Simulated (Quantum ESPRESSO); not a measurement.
**Canted and collinear textures of Mn3Si**

The moments of Mn3Si start in several directions and relax. Which textures last, and at what energy?

Method: LDA; plane waves with GBRV 1.5 LDA potentials, no spin-orbit coupling, in Quantum ESPRESSO 7.5.

## Step 1: Starting point

The structure is cubic, space group Fm-3m (No. 225). The conventional cell has a = 5.722 Å, b = 5.722 Å, c = 5.722 Å, α = 90.00°, β = 90.00°, γ = 90.00°. Nearest to Mn lie 8 Mn at 2.48 Å and 6 Si at 2.86 Å. Mn has 4 Si at 2.48 Å and 4 Mn at 2.48 Å nearest. Si has 14 Mn at 2.48 to 2.86 Å nearest. Farther neighbours are not listed.

The cell comes from the Crystallography Open Database.

## Step 2: Start 1: collinear parallel

File pw.in:

```
&CONTROL
  calculation = 'scf'
  prefix = 'pwscf'
  outdir = './tmp'
  pseudo_dir = './pseudo'
  disk_io = 'nowf'
/
&SYSTEM
  ibrav = 0
  celldm(1) = 8
  nat = 4
  ntyp = 2
  ecutwfc = 34
  ecutrho = 238
  nbnd = 66
  occupations = 'smearing'
  smearing = 'fd'
  degauss = 0.00734986
  noncolin = .true.
  starting_magnetization(1) = 0.2333
  angle1(1) = 0
  angle2(1) = 0
  starting_magnetization(2) = 0
/
&ELECTRONS
  conv_thr = 8d-09
  electron_maxstep = 150
  mixing_beta = 0.3
/
ATOMIC_SPECIES
Mn     54.9380 mn_lda_v1.5.uspp.F.UPF
Si     28.0850 si_lda_v1.uspp.F.UPF
CELL_PARAMETERS alat
   0.0000000000000    0.6758133053193    0.6758133053193
   0.6758133053193    0.0000000000000    0.6758133053193
   0.6758133053193    0.6758133053193    0.0000000000000
ATOMIC_POSITIONS crystal
Mn      0.5000000000    0.5000000000    0.5000000000
Mn      0.2500000000    0.2500000000    0.2500000000
Mn      0.7500000000    0.7500000000    0.7500000000
Si      0.0000000000    0.0000000000    0.0000000000
K_POINTS automatic
5 5 5 0 0 0
```

Started as:

```bash
$ OMP_NUM_THREADS=1 mpirun -n 4 pw.x -nk 4 -in pw.in > pw.out
```

The program printed:

```text
Program PWSCF v.7.5 starts

     Message from routine setup:
     using ibrav=0 with symmetry is DISCOURAGED, use correct ibrav instead

     K-points division:     npool     =       4
     Subspace diagonalization in iterative solution of the eigenvalue problem:

     bravais-lattice index     =            0
     lattice parameter (alat)  =       8.0000  a.u.
     unit-cell volume          =     316.0677 (a.u.)^3
     number of atoms/cell      =            4
     number of atomic types    =            2
     number of electrons       =        49.00
     number of Kohn-Sham states=           66
     kinetic-energy cutoff     =      34.0000  Ry
     charge density cutoff     =     238.0000  Ry
     scf convergence threshold =      8.0E-09
     mixing beta               =       0.3000
     number of iterations used =            8  plain     mixing
     Exchange-correlation= SLA  PZ   NOGX NOGC
                           (   1   1   0   0   0   0   0)
     Noncollinear calculation without spin-orbit

     celldm(1)=   8.000000  celldm(2)=   0.000000  celldm(3)=   0.000000
     celldm(4)=   0.000000  celldm(5)=   0.000000  celldm(6)=   0.000000

     crystal axes: (cart. coord. in units of alat)
               a(1) = (   0.000000   0.675813   0.675813 )
               a(2) = (   0.675813   0.000000   0.675813 )
               a(3) = (   0.675813   0.675813   0.000000 )

     reciprocal axes: (cart. coord. in units 2 pi/alat)
               b(1) = ( -0.739849  0.739849  0.739849 )
               b(2) = (  0.739849 -0.739849  0.739849 )
               b(3) = (  0.739849  0.739849 -0.739849 )

     PseudoPot. # 1 for Mn read from file:
     mn_lda_v1.5.uspp.F.UPF
     Pseudo is Ultrasoft + core correction, Zval = 15.0

     PseudoPot. # 2 for Si read from file:
     si_lda_v1.uspp.F.UPF
     Pseudo is Ultrasoft + core correction, Zval =  4.0

     atomic species   valence    mass     pseudopotential
     Mn               15.00    54.93800     Mn( 1.00)
     Si                4.00    28.08500     Si( 1.00)

     16 Sym. Ops., with inversion, found

   Cartesian axes

     site n.     atom                  positions (alat units)
         1        Mn     tau(   1) = (   0.6758133   0.6758133   0.6758133  )
         2        Mn     tau(   2) = (   0.3379067   0.3379067   0.3379067  )
         3        Mn     tau(   3) = (   1.0137200   1.0137200   1.0137200  )
         4        Si     tau(   4) = (   0.0000000   0.0000000   0.0000000  )

     number of k points=    18  Fermi-Dirac smearing, width (Ry)=  0.0073
                       cart. coord. in units 2pi/alat
        k(    1) = (   0.0000000   0.0000000   0.0000000), wk =   0.0080000
        k(    2) = (   0.1479699   0.1479699  -0.1479699), wk =   0.0640000
        k(    3) = (   0.2959397   0.2959397  -0.2959397), wk =   0.0640000
        k(    4) = (   0.2959397   0.0000000  -0.0000000), wk =   0.0320000
        k(    5) = (   0.4439096   0.1479699  -0.1479699), wk =   0.1280000
        [... 13 further k-points ...]

     Dense  grid:    19603 G-vectors     FFT dimensions: (  40,  40,  40)

     Smooth grid:     8393 G-vectors     FFT dimensions: (  30,  30,  30)

     Check: negative core charge=   -0.000039
     Generating pointlists ...
     new r_m :   0.2414 (alat units)  1.9314 (a.u.) for type    1
     new r_m :   0.2414 (alat units)  1.9314 (a.u.) for type    2

     Initial potential from superposition of free atoms

     starting charge      47.4992, renormalised to      49.0000

 ==============================================================================
     atom number    1 relative position :    0.6758   0.6758   0.6758
     charge :    13.664277  (integrated on a sphere of radius 0.241)
     magnetization :          0.000000    0.000000    3.159552
     magnetization/charge:    0.000000    0.000000    0.231227
     polar coord.: r, theta, phi [deg] :     3.159552    0.000000  360.000000

 ==============================================================================

 ==============================================================================
     atom number    2 relative position :    0.3379   0.3379   0.3379
     charge :    13.690861  (integrated on a sphere of radius 0.241)
     magnetization :          0.000000    0.000000    3.140630
     magnetization/charge:    0.000000    0.000000    0.229396
     polar coord.: r, theta, phi [deg] :     3.140630    0.000000  360.000000

 ==============================================================================

 ==============================================================================
     atom number    3 relative position :    1.0137   1.0137   1.0137
     charge :    13.690861  (integrated on a sphere of radius 0.241)
     magnetization :          0.000000    0.000000    3.140630
     magnetization/charge:    0.000000    0.000000    0.229396
     polar coord.: r, theta, phi [deg] :     3.140630    0.000000  360.000000

 ==============================================================================

 ==============================================================================
     atom number    4 relative position :    0.0000   0.0000   0.0000
     charge :     2.227961  (integrated on a sphere of radius 0.241)
     magnetization :          0.000000    0.000000    0.097886
     magnetization/charge:    0.000000    0.000000    0.043935
     polar coord.: r, theta, phi [deg] :     0.097886    0.000000  360.000000

 ==============================================================================
     Starting wfcs are   86 randomized atomic wfcs

     Self-consistent Calculation

     iteration #  1     ecut=    34.00 Ry     beta= 0.30
     Davidson diagonalization with overlap
     ethr =  1.00E-02,  avg # of iterations =  3.3

     total energy              =    -642.22144412 Ry
     estimated scf accuracy    <       4.56796975 Ry

     total magnetization       =     0.00    -0.00     4.22 Bohr mag/cell
     absolute magnetization    =     4.40 Bohr mag/cell

     iteration #  2     ecut=    34.00 Ry     beta= 0.30
     Davidson diagonalization with overlap
     ethr =  9.32E-03,  avg # of iterations =  2.8

     total energy              =    -643.00468001 Ry
     estimated scf accuracy    <       0.79368566 Ry

     total magnetization       =    -0.00    -0.00     6.46 Bohr mag/cell
     absolute magnetization    =     6.83 Bohr mag/cell

     [... further iterations left out ...]

     iteration # 31     ecut=    34.00 Ry     beta= 0.30
     Davidson diagonalization with overlap
     ethr =  8.06E-10,  avg # of iterations =  4.0

     total energy              =    -643.28638089 Ry
     estimated scf accuracy    <       0.00000004 Ry

     total magnetization       =    -0.00     0.00     1.13 Bohr mag/cell
     absolute magnetization    =     3.80 Bohr mag/cell

     iteration # 32     ecut=    34.00 Ry     beta= 0.30
     Davidson diagonalization with overlap
     ethr =  8.92E-11,  avg # of iterations =  3.6

 ==============================================================================
     atom number    1 relative position :    0.6758   0.6758   0.6758
     charge :    13.331683  (integrated on a sphere of radius 0.241)
     magnetization :          0.000000    0.000000    2.312430
     magnetization/charge:    0.000000    0.000000    0.173454
     polar coord.: r, theta, phi [deg] :     2.312430    0.000000  360.000000

 ==============================================================================

 ==============================================================================
     atom number    2 relative position :    0.3379   0.3379   0.3379
     charge :    13.405228  (integrated on a sphere of radius 0.241)
     magnetization :         -0.000000   -0.000000   -0.629142
     magnetization/charge:   -0.000000   -0.000000   -0.046933
     polar coord.: r, theta, phi [deg] :     0.629142  180.000000  360.000000

 ==============================================================================

 ==============================================================================
     atom number    3 relative position :    1.0137   1.0137   1.0137
     charge :    13.405228  (integrated on a sphere of radius 0.241)
     magnetization :         -0.000000   -0.000000   -0.629142
     magnetization/charge:   -0.000000   -0.000000   -0.046933
     polar coord.: r, theta, phi [deg] :     0.629142  180.000000  360.000000

 ==============================================================================

 ==============================================================================
     atom number    4 relative position :    0.0000   0.0000   0.0000
     charge :     2.137632  (integrated on a sphere of radius 0.241)
     magnetization :          0.000000    0.000000    0.030821
     magnetization/charge:    0.000000    0.000000    0.014418
     polar coord.: r, theta, phi [deg] :     0.030821    0.000000  360.000000

 ==============================================================================

     End of self-consistent calculation

     [... lines left out ...]
     the Fermi energy is    16.7394 ev

!    total energy              =    -643.28638101 Ry
     estimated scf accuracy    <          5.5E-09 Ry
     smearing contrib. (-TS)   =      -0.00924745 Ry
     internal energy E=F+TS    =    -643.27713356 Ry

     The total energy is F=E-TS. E is the sum of the following terms:
     one-electron contribution =    -303.63048599 Ry
     hartree contribution      =     178.44536279 Ry
     xc contribution           =     -83.10737716 Ry
     ewald contribution        =    -434.98463320 Ry

     total magnetization       =     0.00    -0.00     1.13 Bohr mag/cell
     absolute magnetization    =     3.81 Bohr mag/cell

     convergence has been achieved in  32 iterations

=------------------------------------------------------------------------------=
   JOB DONE.
=------------------------------------------------------------------------------=
```

Run time: 50 s. Hardware: 4 MPI ranks of Arm Neoverse V1, shared host; peak memory 0.37 GiB; 3.3 min of CPU time.

Spin moment in the atom's sphere by atom:

| atom | x (μB) | y (μB) | z (μB) | size |
| --- | --- | --- | --- | --- |
| Mn1 | 0.00 | 0.00 | 2.31 | 2.31 |
| Mn2 | 0.00 | 0.00 | -0.63 | 0.63 |
| Mn3 | 0.00 | 0.00 | -0.63 | 0.63 |
| Si4 | 0.00 | 0.00 | 0.03 | 0.03 |

Read from the output:

- smearing term TS: 0.1258 eV
- magnetization: 0, 0, 1.133 μB
- absolute magnetization: 3.807 μB
- final state: ferrimagnetic

## Step 3: Start 2: 120 degrees, other chirality

File pw.in:

```
&CONTROL
  calculation = 'scf'
  prefix = 'pwscf'
  outdir = './tmp'
  pseudo_dir = './pseudo'
  disk_io = 'nowf'
/
&SYSTEM
  ibrav = 0
  celldm(1) = 8
  nat = 4
  ntyp = 4
  ecutwfc = 34
  ecutrho = 238
  nbnd = 66
  occupations = 'smearing'
  smearing = 'fd'
  degauss = 0.00734986
  noncolin = .true.
  starting_magnetization(1) = 0.2333
  angle1(1) = 90
  angle2(1) = -0
  starting_magnetization(2) = 0.2333
  angle1(2) = 90
  angle2(2) = -120
  starting_magnetization(3) = 0.2333
  angle1(3) = 90
  angle2(3) = 120
  starting_magnetization(4) = 0
/
&ELECTRONS
  conv_thr = 8d-09
  electron_maxstep = 150
  mixing_beta = 0.3
/
ATOMIC_SPECIES
Mn1    54.9380 mn_lda_v1.5.uspp.F.UPF
Mn2    54.9380 mn_lda_v1.5.uspp.F.UPF
Mn3    54.9380 mn_lda_v1.5.uspp.F.UPF
Si     28.0850 si_lda_v1.uspp.F.UPF
CELL_PARAMETERS alat
   0.0000000000000    0.6758133053193    0.6758133053193
   0.6758133053193    0.0000000000000    0.6758133053193
   0.6758133053193    0.6758133053193    0.0000000000000
ATOMIC_POSITIONS crystal
Mn1     0.5000000000    0.5000000000    0.5000000000
Mn2     0.2500000000    0.2500000000    0.2500000000
Mn3     0.7500000000    0.7500000000    0.7500000000
Si      0.0000000000    0.0000000000    0.0000000000
K_POINTS automatic
5 5 5 0 0 0
```

The program printed:

```text
     [... lines left out ...]
Program PWSCF v.7.5 starts
     [... lines left out ...]
     number of atoms/cell      =            4
     [... lines left out ...]
     number of electrons       =        49.00
     number of Kohn-Sham states=           66
     kinetic-energy cutoff     =      34.0000  Ry
     charge density cutoff     =     238.0000  Ry
     scf convergence threshold =      8.0E-09
     [... lines left out ...]
     Noncollinear calculation without spin-orbit
     [... lines left out ...]
      2 Sym. Ops. (no inversion) found
     [... lines left out ...]
     number of k points=    75  Fermi-Dirac smearing, width (Ry)=  0.0073
     [... lines left out ...]
     iteration # 26     ecut=    34.00 Ry     beta= 0.30
     [... lines left out ...]
     atom number    1 relative position :    0.6758   0.6758   0.6758
     [... lines left out ...]
     magnetization :          2.311970    0.004938   -0.000000
     [... lines left out ...]
     atom number    2 relative position :    0.3379   0.3379   0.3379
     [... lines left out ...]
     magnetization :         -0.628763   -0.001004    0.000000
     [... lines left out ...]
     atom number    3 relative position :    1.0137   1.0137   1.0137
     [... lines left out ...]
     magnetization :         -0.628810   -0.000665    0.000000
     [... lines left out ...]
     atom number    4 relative position :    0.0000   0.0000   0.0000
     [... lines left out ...]
     magnetization :          0.030807    0.000043    0.000000
     [... lines left out ...]
     the Fermi energy is    16.7393 ev
!    total energy              =    -643.28638101 Ry
     estimated scf accuracy    <          2.8E-09 Ry
     smearing contrib. (-TS)   =      -0.00925067 Ry
     [... lines left out ...]
     total magnetization       =     1.13     0.00    -0.00 Bohr mag/cell
     absolute magnetization    =     3.81 Bohr mag/cell
     convergence has been achieved in  26 iterations
```

It took 2.4 min on 4 MPI ranks; peak memory 0.54 GiB; 9.8 min of CPU time.

Spin moment in the atom's sphere by atom:

| atom | x (μB) | y (μB) | z (μB) | size |
| --- | --- | --- | --- | --- |
| Mn1 | 2.31 | 0.00 | 0.00 | 2.31 |
| Mn2 | -0.63 | 0.00 | 0.00 | 0.63 |
| Mn3 | -0.63 | 0.00 | 0.00 | 0.63 |
| Si4 | 0.03 | 0.00 | 0.00 | 0.03 |

Read from the output:

```yaml
smearing_term_ts: 0.1259 eV
magnetization: 1.133, 0.003, 0 μB
absolute_magnetization: 3.806 μB
final_state: ferrimagnetic
```

## Step 4: Start 3: random 2

Changes to pw.in since step 3:

```diff
@@ -19,12 +19,13 @@
   noncolin = .true.
-  starting_magnetization(1) = 0.2333
-  angle1(1) = 90
-  angle2(1) = -0
-  starting_magnetization(2) = 0.2333
-  angle1(2) = 90
-  angle2(2) = -120
-  starting_magnetization(3) = 0.2333
-  angle1(3) = 90
-  angle2(3) = 120
+  starting_magnetization(1) = 0.2334
+  angle1(1) = 78.056
+  angle2(1) = -12.872
+  starting_magnetization(2) = 0.2332
+  angle1(2) = 122.834
+  angle2(2) = 106.817
+  starting_magnetization(3) = 0.2332
+  angle1(3) = 131.937
+  angle2(3) = 21.873
   starting_magnetization(4) = 0
+  nosym = .true.
 /
```

The program printed:

```text
     [... lines left out ...]
Program PWSCF v.7.5 starts
     [... lines left out ...]
     number of atoms/cell      =            4
     [... lines left out ...]
     number of electrons       =        49.00
     number of Kohn-Sham states=           66
     kinetic-energy cutoff     =      34.0000  Ry
     charge density cutoff     =     238.0000  Ry
     scf convergence threshold =      8.0E-09
     [... lines left out ...]
     Noncollinear calculation without spin-orbit
     [... lines left out ...]
     No symmetry found
     [... lines left out ...]
     number of k points=   125  Fermi-Dirac smearing, width (Ry)=  0.0073
     [... lines left out ...]
     iteration # 32     ecut=    34.00 Ry     beta= 0.30
     [... lines left out ...]
     atom number    1 relative position :    0.6758   0.6758   0.6758
     [... lines left out ...]
     magnetization :          1.966299   -0.839257    0.880315
     [... lines left out ...]
     atom number    2 relative position :    0.3379   0.3379   0.3379
     [... lines left out ...]
     magnetization :         -0.534322    0.227921   -0.239980
     [... lines left out ...]
     atom number    3 relative position :    1.0137   1.0137   1.0137
     [... lines left out ...]
     magnetization :         -0.535047    0.228081   -0.239522
     [... lines left out ...]
     atom number    4 relative position :    0.0000   0.0000   0.0000
     [... lines left out ...]
     magnetization :          0.026191   -0.011156    0.011729
     [... lines left out ...]
     the Fermi energy is    16.7393 ev
!    total energy              =    -643.28638101 Ry
     estimated scf accuracy    <          5.3E-09 Ry
     smearing contrib. (-TS)   =      -0.00925081 Ry
     [... lines left out ...]
     total magnetization       =     0.96    -0.41     0.43 Bohr mag/cell
     absolute magnetization    =     3.81 Bohr mag/cell
     convergence has been achieved in  32 iterations
```

Run time: 4.9 min. Hardware: 4 MPI ranks; peak memory 0.62 GiB; 20 min of CPU time.

Spin moment in the atom's sphere by atom:

| atom | x (μB) | y (μB) | z (μB) | size |
| --- | --- | --- | --- | --- |
| Mn1 | 1.97 | -0.84 | 0.88 | 2.31 |
| Mn2 | -0.53 | 0.23 | -0.24 | 0.63 |
| Mn3 | -0.54 | 0.23 | -0.24 | 0.63 |
| Si4 | 0.03 | -0.01 | 0.01 | 0.03 |

This step gave:

* smearing term TS: 0.1259 eV
* magnetization: 0.964, -0.412, 0.431 μB
* absolute magnetization: 3.806 μB
* final state: ferrimagnetic

[end of part 1 of 2]

[Logs and program files are shortened in this print: banners, set-up blocks, solver, clock and traceback lines can be left out without a mark of their own.]

[Logs are printed without paths, hosts, clocks, repeated set-up lines and the standing remarks that a program may print on its own settings, such as how far it seeks lower states.]

[Hosts, paths, dates, database ids (printed as entryN), source tags and the programs' standing remarks are cut or masked in the printed files.]

[Where a cell is said to come from a database of computed structures, the database is the Materials Project.]
